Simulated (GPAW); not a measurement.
# CsGeCl3 (R3m): G0W0 with GPAW, start to end

How does a plane-wave GW calculation on CsGeCl3 (R3m) run from the first input to the gap?

Method: LDA and many-body steps on it, plane waves, in GPAW 26.7.0.

Report form: the programs' logs are mostly left out.

## (1) The structure

Symmetry: R3m, No. 160, trigonal system. The conventional cell has a = 7.694 Å, b = 7.694 Å, c = 9.535 Å, α = 90.00°, β = 90.00°, γ = 120.00°. Nearest to Cs lie 12 Cl at 3.86 to 3.90 Å. Nearest to Ge lie 3 Cl at 2.37 Å. Cl has 2 Ge at 2.37 to 3.10 Å and 4 Cs at 3.86 to 3.90 Å nearest. Farther neighbours and most contacts between anions are not listed.

The cell and positions are those that the Materials Project relaxed with its own functionals (PBE, PBE+U or r2SCAN), kept fixed. Spin-orbit coupling is left out unless a step names it.

## (2) Ground state

This step: GPAW 26.7.0; DFT, LDA, plane waves, PAW.

The ground-state density comes first.

run.py

```python
import json
import numpy as np
from gpaw.mpi import world
from ase import Atoms
from gpaw import GPAW, PW, FermiDirac

atoms = Atoms(['Cs', 'Ge', 'Cl', 'Cl', 'Cl'],
    cell=[[3.8468163907, 2.2209604787, 3.1783005336],
      [-3.8468163907, 2.2209604787, 3.1783005336],
      [0.0000000000, -4.4419209574, 3.1783005336]],
    scaled_positions=[[0.9984033500, 0.9984033500, 0.9984033500],
      [0.5155331500, 0.5155331500, 0.5155331500],
      [0.4967126700, 0.4967126700, 0.9486381700],
      [0.4967126700, 0.9486381700, 0.4967126700],
      [0.9486381700, 0.4967126700, 0.4967126700]],
    pbc=(True, True, True))
calc = GPAW(mode=PW(450),
    xc='LDA',
    kpts={'size': (4, 4, 4), 'gamma': True},
    occupations=FermiDirac(0.001),
    nbands=-8,
    convergence={'density': 1e-6, 'bands': -3},
    maxiter=100,
    txt='gs.txt')
atoms.calc = calc
res = {'energy': atoms.get_potential_energy()}
kpts = calc.get_ibz_k_points()
res['kpts'] = kpts
res['eigenvalues'] = [calc.get_eigenvalues(kpt=k) for k in range(len(kpts))]
res['n_electrons'] = calc.get_number_of_electrons()
calc.write('gs.gpw')

if world.rank == 0:
    with open('result.json', 'w') as f:
        json.dump(res, f, default=lambda x: x.tolist())
```

Launch:

```bash
$ mpirun -n 8 gpaw python run.py
```

The job ended after 8.1 s (8 MPI ranks of Arm Neoverse V1, shared host; peak memory 1.4 GiB; 64 s of CPU time).

This step gave:

```yaml
total_energy: -19.53 eV
gap: 1.948 eV
k_of_the_valence_top: 0.5, 0.5, 0.5
k_of_the_conduction_bottom: 0.5, 0.5, 0.5
least_direct_gap: 1.948 eV
```

The gap is direct, at (0.500, 0.500, 0.500).

## (3) Bands along the symmetry lines

The cheap functional maps the bands first; the places of the edges decide which points the dearer methods must see.

run.py

```python
import json
import numpy as np
from gpaw.mpi import world
from gpaw import GPAW

path = [[0.000000, 0.000000, 0.000000],
    [0.062500, 0.062500, 0.062500],
    [0.125000, 0.125000, 0.125000],
    [0.187500, 0.187500, 0.187500],
    [0.250000, 0.250000, 0.250000],
    [0.312500, 0.312500, 0.312500],
    [0.375000, 0.375000, 0.375000],
    [0.437500, 0.437500, 0.437500],
    [0.500000, 0.500000, 0.500000],
    [0.500975, 0.499025, 0.500000],
    [0.501949, 0.498051, 0.500000],
    [0.502924, 0.497076, 0.500000],
    [0.503898, 0.496102, 0.500000],
    [0.504873, 0.495127, 0.500000],
    [0.505847, 0.494153, 0.500000],
    [0.506822, 0.493178, 0.500000],
    [0.507796, 0.492204, 0.500000],
    [0.500000, -0.492204, 0.492204],
    [0.500000, -0.430678, 0.430678],
    [0.500000, -0.369153, 0.369153],
    [0.500000, -0.307627, 0.307627],
    [0.500000, -0.246102, 0.246102],
    [0.500000, -0.184576, 0.184576],
    [0.500000, -0.123051, 0.123051],
    [0.500000, -0.061525, 0.061525],
    [0.500000, 0.000000, 0.000000],
    [0.437500, 0.000000, 0.000000],
    [0.375000, 0.000000, 0.000000],
    [0.312500, 0.000000, 0.000000],
    [0.250000, 0.000000, 0.000000],
    [0.187500, 0.000000, 0.000000],
    [0.125000, 0.000000, 0.000000],
    [0.062500, 0.000000, 0.000000],
    [0.000000, 0.000000, 0.000000],
    [0.062013, -0.062013, 0.000000],
    [0.124025, -0.124025, 0.000000],
    [0.186038, -0.186038, 0.000000],
    [0.248051, -0.248051, 0.000000],
    [0.310064, -0.310064, 0.000000],
    [0.372076, -0.372076, 0.000000],
    [0.434089, -0.434089, 0.000000],
    [0.496102, -0.496102, -0.000000],
    [0.503898, 0.000000, 0.496102],
    [0.503411, 0.000000, 0.496589],
    [0.502924, 0.000000, 0.497076],
    [0.502436, 0.000000, 0.497564],
    [0.501949, 0.000000, 0.498051],
    [0.501462, 0.000000, 0.498538],
    [0.500975, 0.000000, 0.499025],
    [0.500487, 0.000000, 0.499513],
    [0.500000, 0.000000, 0.500000],
    [0.437500, 0.000000, 0.437500],
    [0.375000, 0.000000, 0.375000],
    [0.312500, 0.000000, 0.312500],
    [0.250000, 0.000000, 0.250000],
    [0.187500, 0.000000, 0.187500],
    [0.125000, 0.000000, 0.125000],
    [0.062500, 0.000000, 0.062500],
    [0.000000, 0.000000, 0.000000]]
calc = GPAW('gs.gpw').fixed_density(kpts=path,
    symmetry='off',
    nbands=27,
    convergence={'bands': 23},
    txt='bands.txt')
res = {}
kpts = calc.get_ibz_k_points()
res['kpts'] = kpts
res['eigenvalues'] = [calc.get_eigenvalues(kpt=k) for k in range(len(kpts))]
res['n_electrons'] = calc.get_number_of_electrons()

if world.rank == 0:
    with open('result.json', 'w') as f:
        json.dump(res, f, default=lambda x: x.tolist())
```

Launch:

```bash
$ mpirun -n 8 gpaw python run.py
```

Elapsed: 18 s, on 8 MPI ranks; peak memory 1.6 GiB; 2.3 min of CPU time.

Numbers from this step:

| Item | Value |
| --- | --- |
| gap | 1.940 eV |
| k of the valence top | 0.5, 0.5, 0.5 |
| k of the conduction bottom | 0.5, -0.4922, 0.4922 |
| least direct gap | 1.942 eV |

The gap is 1.940 eV, −0.008 eV from the run before at this level.

The electronic bands at the labelled points (eV, zero at the top of the highest filled band):

```
     point  band 14  band 15  band 16  band 17  band 18  band 19  band 20  band 21
         Γ    -2.62    -2.52    -2.52    -2.32     3.20     4.07     4.07     4.78
   halfway    -2.46    -2.46    -2.41    -1.68     3.63     3.63     3.76     4.56
         T    -2.24    -2.24    -2.18     0.00     1.95     1.95     1.95     5.04
   halfway    -2.24    -2.24    -2.18     0.00     1.94     1.95     1.95     5.04
        H2    -2.24    -2.24    -2.18     0.00     1.94     1.95     1.96     5.04
jump to H0    -2.24    -2.24    -2.18     0.00     1.94     1.95     1.96     5.04
   halfway    -2.59    -2.49    -2.36    -1.05     2.37     3.55     3.70     5.06
         L    -2.76    -2.65    -2.63    -1.59     2.78     4.51     5.00     5.14
   halfway    -2.71    -2.63    -2.56    -2.08     3.75     4.19     4.48     4.56
         Γ    -2.62    -2.52    -2.52    -2.32     3.20     4.07     4.07     4.78
   halfway    -2.83    -2.59    -2.52    -1.78     3.79     4.01     4.47     4.86
        S0    -2.71    -2.70    -2.22    -0.75     2.32     2.43     4.85     5.36
jump to S2    -2.71    -2.70    -2.22    -0.75     2.32     2.43     4.85     5.36
   halfway    -2.71    -2.70    -2.22    -0.75     2.32     2.43     4.85     5.36
         F    -2.71    -2.70    -2.22    -0.75     2.32     2.43     4.85     5.36
   halfway    -2.71    -2.59    -2.42    -1.86     3.89     3.90     4.27     4.86
         Γ    -2.62    -2.52    -2.52    -2.32     3.20     4.07     4.07     4.78
```

## (4) Empty states on the mesh, 4×4×4 mesh, 558 bands

The sums over transitions need many empty states on a uniform mesh; this step solves for them.

run.py

```python
import json
import numpy as np
from gpaw.mpi import world
from gpaw import GPAW

calc = GPAW('gs.gpw').fixed_density(kpts={'size': (4, 4, 4), 'gamma': True},
    parallel={'domain': 1, 'band': 1},
    txt='nscf.txt')
calc.diagonalize_full_hamiltonian(nbands=558)
calc.write('full.gpw', mode='all')
res = {}
kpts = calc.get_ibz_k_points()
res['kpts'] = kpts
res['eigenvalues'] = [calc.get_eigenvalues(kpt=k) for k in range(len(kpts))]
res['n_electrons'] = calc.get_number_of_electrons()

if world.rank == 0:
    with open('result.json', 'w') as f:
        json.dump(res, f, default=lambda x: x.tolist())
```

Launch:

```bash
$ mpirun -n 8 gpaw python run.py
```

It took 1.7 min on 8 MPI ranks; peak memory 8.1 GiB; 14 min of CPU time.

Numbers from this step:

```yaml
gap: 1.948 eV
k_of_the_valence_top: 0.5, 0.5, 0.5
k_of_the_conduction_bottom: 0.5, 0.5, 0.5
least_direct_gap: 1.948 eV
k_points_computed: 13
lowest_point_of_the_top_converged_band_above_the_valence_top: 121.6344 eV
```

On this mesh the gap is 1.948 eV.

## (5) Screening and self-energy, 4×4×4 mesh, 254 bands, screening to 78 eV

Now the one-shot GW correction: screening in the RPA, then the self-energy of the levels asked for.

This step: G0W0 on LDA, plane waves, PAW.

run.py

```python
import json
import numpy as np
from gpaw.mpi import world
from gpaw.response.g0w0 import G0W0

gw = G0W0('full.gpw',
    filename='gw',
    kpts=[0, 12],
    bands=(15, 19),
    ecut=78,
    nbands=254,
    integrate_gamma='WS',
    ppa=True)
gw.calculate()
res = {mode: {k: v for k, v in r.items() if k != 'sigma_eskwn'}
       for mode, r in gw.all_results.items()}

if world.rank == 0:
    with open('result.json', 'w') as f:
        json.dump(res, f, default=lambda x: x.tolist())
```

Launch:

```bash
$ mpirun -n 8 gpaw python run.py
```

It took 3 min on 8 MPI ranks; peak memory 3.5 GiB.

Numbers from this step:

```yaml
g0w0_gap_on_the_points_computed: 3.308 eV
least_direct_g0w0_gap_on_the_computed_points: 3.308 eV
z_at_the_valence_top: 0.7993
z_at_the_conduction_bottom: 0.8180
starting_gap_on_the_mesh: 1.948 eV
k_of_the_valence_top: 0.5, 0.5, 0.5
k_of_the_conduction_bottom: 0.5, 0.5, 0.5
```

The gap on the mesh goes from 1.95 eV to 3.31 eV, a correction of +1.36 eV.

Limits: finite bands, cutoff and mesh; no spin-orbit coupling. v1 is the top filled band, c1 the lowest empty one. Levels before and after the correction, in eV, zero at the valence-band top of each column:

```
           conduction bottom  valence top
Kohn-Sham               1.95         0.00
     G0W0               3.31         0.00
```

```csv
,level,energy (eV)
Kohn-Sham,(0.5 0.5 0.5) v2,-2.178
Kohn-Sham,(0.5 0.5 0.5) v1,0.000
Kohn-Sham,(0.5 0.5 0.5) c1,1.948
Kohn-Sham,(0.5 0.5 0.5) c2,1.949
G0W0,(0.5 0.5 0.5) v2,-2.913
G0W0,(0.5 0.5 0.5) v1,0.000
G0W0,(0.5 0.5 0.5) c1,3.419
G0W0,(0.5 0.5 0.5) c2,3.308
```

## (6) Where the time went

Times are wall times on 8 MPI ranks of Arm Neoverse V1, shared host, good to a factor of about two.

```
                          step     time  share  memory (GiB)
                  ground state    8.1 s    3 %           1.4
bands along the symmetry lines     18 s    6 %           1.6
      empty states on the mesh  1.7 min   33 %           8.1
     screening and self-energy    3 min   58 %           3.5
```

## (7) Summary of results

| Property | Result |
| --- | --- |
| LDA gap | 1.94 eV, indirect (only 2 meV under the direct gap) |
| G0W0 gap on the mesh | 3.31 eV |
| GW settings | 4×4×4 mesh, 254 bands, screening to 78 eV, Godby-Needs plasmon pole |
| known limits | not at the basis limit; no spin-orbit coupling |

G0W0 moves the gap on the mesh from 1.95 eV to 3.31 eV (+1.36 eV), with Z of 0.80 and 0.82 at the edges. Only 2 of the mesh's irreducible points were corrected, so a valley elsewhere could overtake. The dearest step here is «screening and self-energy». Bands and cutoff are finite, so the gap is not at the basis limit. The miss can reach some tenths of an eV and take either sign; the mesh is an error of its own. These stock PAW sets were not made for GW; the filled d or f shell of Ge lies in the frozen core, which bears on start and correction. In the G0W0 run levels were corrected at 2 k points alone, so a gap called «on the mesh» is the least over those, and an edge elsewhere would be missed. The many-body steps are scalar-relativistic: spin-orbit coupling is not in them.

[Paths, hosts, dates, memory and timing lines, banners, echoed tables and standing remarks are left out of the program output.]

[Logs are printed without paths, hosts, clocks, repeated set-up lines and the standing remarks that a program may print on its own settings, such as how far it seeks lower states.]

[Runs of the session that timed out or met a known fault of the program may be left out.]

[Hosts, paths, dates, database ids (printed as entryN), source tags and the programs' standing remarks are cut or masked in the printed files.]
